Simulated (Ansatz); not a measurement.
InAs (F-43m), computed twice by G0W0.

The database entry behind the starting cell differs from later determinations by our own check (about 0.4 % short), so it need not match the best structure at ambient conditions.

```
In As
1.0
     0.00000    3.01800    3.01800
     3.01800    0.00000    3.01800
     3.01800    3.01800    0.00000
In As
1 1
Cartesian
  0.0000 0.0000 0.0000
  1.5090 1.5090 1.5090
```

The cell and positions come from the Crystallography Open Database and are kept as given unless a step says otherwise.

The first (Ansatz 0.2.0; start r2SCAN, 4×4×4 mesh, 648 empty bands, screening to 300 eV, PAW set soft_1 files; 1 × NVIDIA H100 80GB HBM3 (shared by 6 runs) with 3 threads of AMD EPYC 7R13 (Zen 3), shared host) gave, on its mesh: starting gap 0.27 eV, G0W0 gap 0.42 eV, RPA ε∞ (mean) 607.37, 15 s.

The second gave: starting gap 0.27 eV, G0W0 gap 0.54 eV, RPA ε∞ (mean) 602.67, 8.4 s.

**Question.** What was changed in the input? Choose among start, files, mesh, bands and cutoff, frequency model or another key.

Changed: empty bands from 648 to 44 and screening cutoff (eV) from 300 to 150. The starting gap stayed, which rules out the functional and points to the GW step. Other changes could give like numbers; this is the one that was made.

Limits: not at the basis limit; screening runs away on this mesh; no spin-orbit coupling; coarse k mesh.

[Paths, hosts, dates, memory and timing lines, banners, echoed tables and standing remarks are left out of the program output.]

[Logs are printed without paths, hosts, clocks, repeated set-up lines and the standing remarks that a program may print on its own settings, such as how far it seeks lower states.]

[Runs of the session that timed out or met a known fault of the program may be left out.]

[Cells called generated may have been cut or substituted from an entry of the Crystallography Open Database or the Materials Project.]

[Hosts, paths, dates, database ids (printed as entryN), source tags and the programs' standing remarks are cut or masked in the printed files.]
